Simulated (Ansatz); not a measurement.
# Work function of Ca(110): what the settings cost and change, part 2 of 2

Aim: the work function of Ca(110) against thickness and vacuum, with the cost.

Ansatz 0.2.0; plane-wave DFT, PBE, Ansatz PAW.

So far, work function, upper face (eV): step 2 (run, setting 1 layer) 2.63; step 4 (run, 3 atoms) 2.80; step 5 (run, 4 atoms) 2.77; step 6 (run, 5 atoms) 2.82; step 7 (slab, 6 atoms) 2.81.

## Step 8: Slab, 8 atoms

System of this step: Ca(110). The cell holds 8 atoms: 8 Ca. Its edges and angles: a = 5.580 Å, b = 3.946 Å, c = 31.810 Å, α = 90.0°, β = 90.0°, γ = 90.0°. Vacuum lies along c.

Input file input.yaml:

```yaml
crystal:
  lattice:
    - [5.58, 0.0, 0.0]
    - [0.0, 3.945655839, 0.0]
    - [0.0, 0.0, 31.8097954366]
  atoms:
    - { symbol: Ca, position: [0.5, 0.5, 0.2829317157] }
    - { symbol: Ca, position: [0.0, 0.0, 0.3449512255] }
    - { symbol: Ca, position: [0.5, 0.5, 0.4069707353] }
    - { symbol: Ca, position: [0.0, 0.0, 0.4689902451] }
    - { symbol: Ca, position: [0.5, 0.5, 0.5310097549] }
    - { symbol: Ca, position: [0.0, 0.0, 0.5930292647] }
    - { symbol: Ca, position: [0.5, 0.5, 0.6550487745] }
    - { symbol: Ca, position: [0.0, 0.0, 0.7170682843] }
kpoints:
  mp_grid: { grid: [8, 10, 1] }
hamiltonian:
  xc: pbe
scf:
  occupations: { method: fermi_dirac, width: 0.1 }
  convergence: { dr2_threshold: 1.0e-09 }
efield:
  axis: 3
  dipole_correction: true
  ramp_position: 0.97
  ramp_width: 0.06
output:
  write_potential: true
  write_density: true
  volumetric_format: npy
```

The run is started by

```console
> ansatz run input.yaml --threads 2 --pin off --max-ram 3072MiB --backend cpu --events-out ev --progress --plain --runs-dir out
```

Numbers of over 12 decimals in the logs are rounded to 6 here.

The program printed:

```text
[...]
Crystal: 8 atoms, lattice volume = 700.349 Å³
Basis set: ecut = 420 eV, 13745 PW (Γ)
Bands: 48, of which v1, the nominal top of the filled ones, is band 40 counted from 1 (39 counted from 0)
Symmetry: 4 space group operations
k-points: 30 of 80
[...]
k-point 0: bands = [... 36 lower, -0.2372, 0.5547, 0.7029, 0.9752, 1.2081, 1.3822, 1.5865, 1.7926, ... 12 higher]
  k-point 1: bands = [... 36 lower, -0.1470, 0.6317, 0.7849, 1.0319, 1.2783, 1.4242, 1.6128, 1.7661, ... 12 higher]
  k-point 2: bands = [... 36 lower, 0.1037, 0.8262, 1.0021, 1.1606, 1.4412, 1.4965, 1.6212, 1.7072, ... 12 higher]
  k-point 29: bands = [... 36 lower, 0.8405, 0.8405, 0.9081, 0.9082, 1.0601, 1.0601, 1.0668, 1.0668, ... 12 higher]
[key lines of the parts left out:]
SCF converged after 10 iterations
Free energy (F): -14533.564779 eV
Fermi energy:    1.023554 eV
Dipole field:    D = 0.000000 V/Å  (p = 0.000001 e·Å, saw-weighted, corrected)
Work function:   Φ+ = 2.8140 eV   Φ− = 2.8140 eV
```

It took 3.4 min on 2 threads of Arm Neoverse N1, shared host; peak memory 1.5 GiB.

The work function is 2.814 eV, -0.001 eV from the run “6 layers”, at 1.7 times its CPU time.

## Step 9: Slab, 10 atoms

System of this step: Ca(110). The cell holds 10 atoms: 10 Ca. Cell: a = 5.580 Å, b = 3.946 Å, c = 35.755 Å, α = 90.0°, β = 90.0°, γ = 90.0°. Vacuum lies along c.

input.yaml, the sections that differ from step 8:

```yaml
crystal:
  lattice:
    - [5.58, 0.0, 0.0]
    - [0.0, 3.945655839, 0.0]
    - [0.0, 0.0, 35.7554512756]
  atoms:
    - { symbol: Ca, position: [0.5, 0.5, 0.2517098702] }
    - { symbol: Ca, position: [0.0, 0.0, 0.3068854546] }
    - { symbol: Ca, position: [0.5, 0.5, 0.362061039] }
    - { symbol: Ca, position: [0.0, 0.0, 0.4172366234] }
    - { symbol: Ca, position: [0.5, 0.5, 0.4724122078] }
    - { symbol: Ca, position: [0.0, 0.0, 0.5275877922] }
    - { symbol: Ca, position: [0.5, 0.5, 0.5827633766] }
    - { symbol: Ca, position: [0.0, 0.0, 0.637938961] }
    - { symbol: Ca, position: [0.5, 0.5, 0.6931145454] }
    - { symbol: Ca, position: [0.0, 0.0, 0.7482901298] }
# kpoints, hamiltonian, scf, efield, output: as in step 8
```

The program printed:

```text
[...]
Crystal: 10 atoms, lattice volume = 787.219 Å³
Basis set: ecut = 420 eV, 15425 PW (Γ)
Bands: 60, of which v1, the nominal top of the filled ones, is band 50 counted from 1 (49 counted from 0)
Symmetry: 4 space group operations
k-points: 30 of 80
[...]
k-point 0: bands = [... 46 lower, 0.8123, 1.0763, 1.2795, 1.3768, 1.6134, 1.7812, 2.0045, 2.0511, ... 16 higher]
  k-point 1: bands = [... 46 lower, 0.8902, 1.1631, 1.3500, 1.4277, 1.6850, 1.8275, 2.0186, 2.0947, ... 16 higher]
  k-point 2: bands = [... 46 lower, 1.0931, 1.3937, 1.5220, 1.5445, 1.8448, 1.9205, 1.9867, 2.1120, ... 16 higher]
  k-point 29: bands = [... 46 lower, 1.2525, 1.2525, 1.2906, 1.2906, 1.3774, 1.3774, 1.5212, 1.5212, ... 16 higher]
[key lines of the parts left out:]
SCF converged after 10 iterations
Free energy (F): -18167.323347 eV
Fermi energy:    1.436670 eV
Dipole field:    D = 0.000000 V/Å  (p = 0.000002 e·Å, saw-weighted, corrected)
Work function:   Φ+ = 2.8085 eV   Φ− = 2.8085 eV
```

Run time: 5.1 min. Hardware: 2 threads; peak memory 2 GiB.

The work function is 2.808 eV, -0.005 eV from the run “8 layers”, at 1.5 times its CPU time.

## Step 10: Run, 13 atoms

System of this step: Ca(110). The cell holds 13 atoms: 13 Ca. Its edges and angles: a = 5.580 Å, b = 3.946 Å, c = 41.674 Å, α = 90.0°, β = 90.0°, γ = 90.0°. Vacuum lies along c.

input.yaml, the sections that differ from step 9:

```yaml
crystal:
  lattice:
    - [5.58, 0.0, 0.0]
    - [0.0, 3.945655839, 0.0]
    - [0.0, 0.0, 41.6739350341]
  atoms:
    - { symbol: Ca, position: [0.0, 0.0, 0.2159623274] }
    - { symbol: Ca, position: [0.5, 0.5, 0.2633019395] }
    - { symbol: Ca, position: [0.0, 0.0, 0.3106415516] }
    - { symbol: Ca, position: [0.5, 0.5, 0.3579811637] }
    - { symbol: Ca, position: [0.0, 0.0, 0.4053207758] }
    - { symbol: Ca, position: [0.5, 0.5, 0.4526603879] }
    - { symbol: Ca, position: [0.0, 0.0, 0.5] }
    - { symbol: Ca, position: [0.5, 0.5, 0.5473396121] }
    - { symbol: Ca, position: [0.0, 0.0, 0.5946792242] }
    - { symbol: Ca, position: [0.5, 0.5, 0.6420188363] }
    - { symbol: Ca, position: [0.0, 0.0, 0.6893584484] }
    - { symbol: Ca, position: [0.5, 0.5, 0.7366980605] }
    - { symbol: Ca, position: [0.0, 0.0, 0.7840376726] }
# kpoints, hamiltonian, scf, efield, output: as in step 9
```

The program printed:

```text
[...]
Crystal: 13 atoms, lattice volume = 917.525 Å³
Basis set: ecut = 420 eV, 17989 PW (Γ)
Bands: 78, of which v1, the nominal top of the filled ones, is band 65 counted from 1 (64 counted from 0)
Symmetry: 4 space group operations
k-points: 30 of 80
[...]
k-point 0: bands = [... 61 lower, 1.5243, 1.6493, 1.8216, 1.8452, 2.1398, 2.1912, 2.4405, 2.4821, ... 22 higher]
  k-point 1: bands = [... 61 lower, 1.6121, 1.7291, 1.8745, 1.9048, 2.2034, 2.2482, 2.4769, 2.4950, ... 22 higher]
  k-point 2: bands = [... 61 lower, 1.8481, 1.9328, 1.9958, 2.0440, 2.3419, 2.3628, 2.4485, 2.5101, ... 22 higher]
  k-point 29: bands = [... 61 lower, 1.7316, 1.7523, 1.7708, 1.7712, 1.8049, 1.8385, 1.8885, 1.9381, ... 22 higher]
[key lines of the parts left out:]
SCF converged after 10 iterations
Free energy (F): -23617.961217 eV
Fermi energy:    1.906467 eV
Dipole field:    D = 0.000000 V/Å  (p = 0.000000 e·Å, saw-weighted, corrected)
Work function:   Φ+ = 2.8097 eV   Φ− = 2.8097 eV
```

The job ended after 8.7 min (2 threads; peak memory 2.8 GiB; 16 min of CPU time).

The work function is 2.810 eV, +0.001 eV from the run “10 layers”, at 1.7 times its CPU time.

## Step 11: Slab, 7 atoms

System of this step: Ca(110). The cell holds 7 atoms: 7 Ca. Its edges and angles: a = 5.580 Å, b = 3.946 Å, c = 21.837 Å, α = 90.0°, β = 90.0°, γ = 90.0°. Vacuum lies along c.

input.yaml, the sections that differ from step 10:

```yaml
crystal:
  lattice:
    - [5.58, 0.0, 0.0]
    - [0.0, 3.945655839, 0.0]
    - [0.0, 0.0, 21.8369675171]
  atoms:
    - { symbol: Ca, position: [0.0, 0.0, 0.2289695213] }
    - { symbol: Ca, position: [0.5, 0.5, 0.3193130142] }
    - { symbol: Ca, position: [0.0, 0.0, 0.4096565071] }
    - { symbol: Ca, position: [0.5, 0.5, 0.5] }
    - { symbol: Ca, position: [0.0, 0.0, 0.5903434929] }
    - { symbol: Ca, position: [0.5, 0.5, 0.6806869858] }
    - { symbol: Ca, position: [0.0, 0.0, 0.7710304787] }
# kpoints, hamiltonian, scf, efield, output: as in step 10
```

The program printed:

```text
[...]
Crystal: 7 atoms, lattice volume = 480.779 Å³
Basis set: ecut = 420 eV, 9419 PW (Γ)
Bands: 42, of which v1, the nominal top of the filled ones, is band 35 counted from 1 (34 counted from 0)
Symmetry: 4 space group operations
k-points: 30 of 80
[...]
k-point 0: bands = [... 31 lower, 0.3865, 1.3082, 1.7930, 2.0767, 2.1789, 2.5136, 2.7235, 2.8502, ... 10 higher]
  k-point 1: bands = [... 31 lower, 0.4826, 1.3923, 1.8749, 2.1204, 2.2648, 2.5451, 2.7570, 2.8236, ... 10 higher]
  k-point 2: bands = [... 31 lower, 0.7557, 1.6178, 2.0874, 2.2267, 2.4610, 2.5851, 2.7630, 2.7817, ... 10 higher]
  k-point 29: bands = [... 31 lower, 1.7949, 1.9037, 1.9304, 1.9695, 2.0517, 2.1467, 2.2839, 2.3873, ... 10 higher]
[key lines of the parts left out:]
SCF converged after 10 iterations
Free energy (F): -12716.687095 eV
Fermi energy:    2.094844 eV
Dipole field:    D = 0.000000 V/Å  (p = 0.000001 e·Å, saw-weighted, corrected)
Work function:   Φ+ = 2.7901 eV (in doubt: plateau slope 9.1e-2 eV/Å)   Φ− = 2.7962 eV (in doubt: plateau slope 7.1e-2 eV/Å)
```

Elapsed: 1.9 min, on 2 threads; peak memory 1 GiB.

The work function is 2.790 eV. The program marks this work function as in doubt.

## Step 12: Slab, 7 atoms (run 2)

The cell differs from the one that the last finished run ended in (c 21.837 → 25.837 Å).

input.yaml, the sections that differ from step 11:

```yaml
crystal:
  lattice:
    - [5.58, 0.0, 0.0]
    - [0.0, 3.945655839, 0.0]
    - [0.0, 0.0, 25.8369675171]
  atoms:
    - { symbol: Ca, position: [0.0, 0.0, 0.2709296281] }
    - { symbol: Ca, position: [0.5, 0.5, 0.3472864187] }
    - { symbol: Ca, position: [0.0, 0.0, 0.4236432094] }
    - { symbol: Ca, position: [0.5, 0.5, 0.5] }
    - { symbol: Ca, position: [0.0, 0.0, 0.5763567906] }
    - { symbol: Ca, position: [0.5, 0.5, 0.6527135813] }
    - { symbol: Ca, position: [0.0, 0.0, 0.7290703719] }
# kpoints, hamiltonian, scf, efield, output: as in step 11
```

The program printed:

```text
[...]
Crystal: 7 atoms, lattice volume = 568.846 Å³
Basis set: ecut = 420 eV, 11185 PW (Γ)
Bands: 42, of which v1, the nominal top of the filled ones, is band 35 counted from 1 (34 counted from 0)
Symmetry: 4 space group operations
k-points: 30 of 80
[...]
k-point 0: bands = [... 31 lower, -0.3708, 0.5589, 1.0383, 1.3132, 1.4210, 1.7622, 1.9696, 2.0954, ... 10 higher]
  k-point 1: bands = [... 31 lower, -0.2747, 0.6430, 1.1202, 1.3580, 1.5060, 1.7933, 2.0023, 2.0688, ... 10 higher]
  k-point 2: bands = [... 31 lower, -0.0015, 0.8681, 1.3328, 1.4662, 1.7016, 1.8318, 2.0082, 2.0279, ... 10 higher]
  k-point 29: bands = [... 31 lower, 1.0400, 1.1488, 1.1756, 1.2146, 1.2969, 1.3918, 1.5290, 1.6324, ... 10 higher]
[key lines of the parts left out:]
SCF converged after 10 iterations
Free energy (F): -12716.684880 eV
Fermi energy:    1.339505 eV
Dipole field:    D = -0.000000 V/Å  (p = -0.000000 e·Å, saw-weighted, corrected)
Work function:   Φ+ = 2.7999 eV   Φ− = 2.8001 eV
```

The job ended after 2.2 min (2 threads; peak memory 1.2 GiB; 4.1 min of CPU time).

The work function is 2.800 eV, +0.010 eV from the run “7 layers, 10 Å of vacuum”, at 1.2 times its CPU time.

## Step 13: Slab, 7 atoms (run 3)

The cell differs from the one that the last finished run ended in (c 25.837 → 37.837 Å).

input.yaml, the sections that differ from step 12:

```yaml
crystal:
  lattice:
    - [5.58, 0.0, 0.0]
    - [0.0, 3.945655839, 0.0]
    - [0.0, 0.0, 37.8369675171]
  atoms:
    - { symbol: Ca, position: [0.0, 0.0, 0.3435793314] }
    - { symbol: Ca, position: [0.5, 0.5, 0.3957195542] }
    - { symbol: Ca, position: [0.0, 0.0, 0.4478597771] }
    - { symbol: Ca, position: [0.5, 0.5, 0.5] }
    - { symbol: Ca, position: [0.0, 0.0, 0.5521402229] }
    - { symbol: Ca, position: [0.5, 0.5, 0.6042804458] }
    - { symbol: Ca, position: [0.0, 0.0, 0.6564206686] }
# kpoints, hamiltonian, scf, efield, output: as in step 12
```

The program printed:

```text
[...]
Crystal: 7 atoms, lattice volume = 833.047 Å³
Basis set: ecut = 420 eV, 16353 PW (Γ)
Bands: 42, of which v1, the nominal top of the filled ones, is band 35 counted from 1 (34 counted from 0)
Symmetry: 4 space group operations
k-points: 30 of 80
[...]
k-point 1: bands = [... 31 lower, -1.5875, -0.6696, -0.1925, 0.0449, 0.1931, 0.4808, 0.6895, 0.7561, ... 10 higher]
  k-point 2: bands = [... 31 lower, -1.3143, -0.4445, 0.0201, 0.1533, 0.3887, 0.5192, 0.6955, 0.7152, ... 10 higher]
  k-point 29: bands = [... 31 lower, -0.2727, -0.1639, -0.1372, -0.0981, -0.0158, 0.0791, 0.2163, 0.3196, ... 10 higher]
[key lines of the parts left out:]
SCF converged after 10 iterations
Free energy (F): -12716.684823 eV
Fermi energy:    0.026754 eV
Dipole field:    D = 0.000000 V/Å  (p = 0.000000 e·Å, saw-weighted, corrected)
Work function:   Φ+ = 2.8000 eV   Φ− = 2.8000 eV
```

The job ended after 3.2 min (2 threads; peak memory 1.6 GiB).

The work function is 2.800 eV, +0.000 eV from the run “7 layers, 14 Å of vacuum”, at 1.5 times its CPU time.

## Step 14: The series together

Times are for 2 threads of Arm Neoverse N1, shared host. The runs compared:

```csv
no.,setting,"work function, upper face (eV)",time,memory (GiB)
1,1 layer,2.635,18 s,0.49
2,2 layers,2.821,37 s,0.62
3,3 layers,2.804,40 s,0.66
4,4 layers,2.766,65 s,0.82
5,5 layers,2.821,95 s,0.98
6,6 layers,2.815,2.1 min,1.1
7,8 layers,2.814,3.4 min,1.5
8,10 layers,2.808,5.1 min,2.0
9,13 layers,2.810,8.7 min,2.8
10,"7 layers, 10 Å of vacuum",2.790,1.9 min,1.0
11,"7 layers, 14 Å of vacuum",2.800,2.2 min,1.2
12,"7 layers, 26 Å of vacuum",2.800,3.2 min,1.6
```

## Step 15: Summary of results

| Quantity | Value |
| --- | --- |
| work function, 1 layer | 2.635 eV |
| work function, 5 layers | 2.821 eV |
| work function, 6 layers | 2.815 eV |
| work function, 13 layers | 2.810 eV |

The thickest slab gives 2.81 eV, and the settings tried spread the value from 2.63 to 2.82 eV. At 18 Å of vacuum, the slabs from 2 layers on stay within 0.05 eV of the thickest. Going from 10 to 26 Å of vacuum moves it by 0.010 eV. The program marks the value as in doubt in “7 layers, 10 Å of vacuum”. The ladder's slabs use the tabulated experimental lattice constant (two decimals; a low-temperature value for the alkali metals). In 2 runs of the series (7 layers, 10 Å of vacuum and 7 layers, 14 Å of vacuum) the program warns that electrons reach the sawtooth's ramp, which makes dipole and work function less sure.

[Logs are printed without paths, hosts, clocks, repeated set-up lines and the standing remarks that a program may print on its own settings, such as how far it seeks lower states.]

[Hosts, paths, dates, database ids (printed as entryN), source tags and the programs' standing remarks are cut or masked in the printed files.]

[Maps of the electrostatic potential energy from Ansatz leave out the sawtooth potential of an applied field or a dipole correction, so their vacuum need not be flat; planar profiles and work functions include it.]
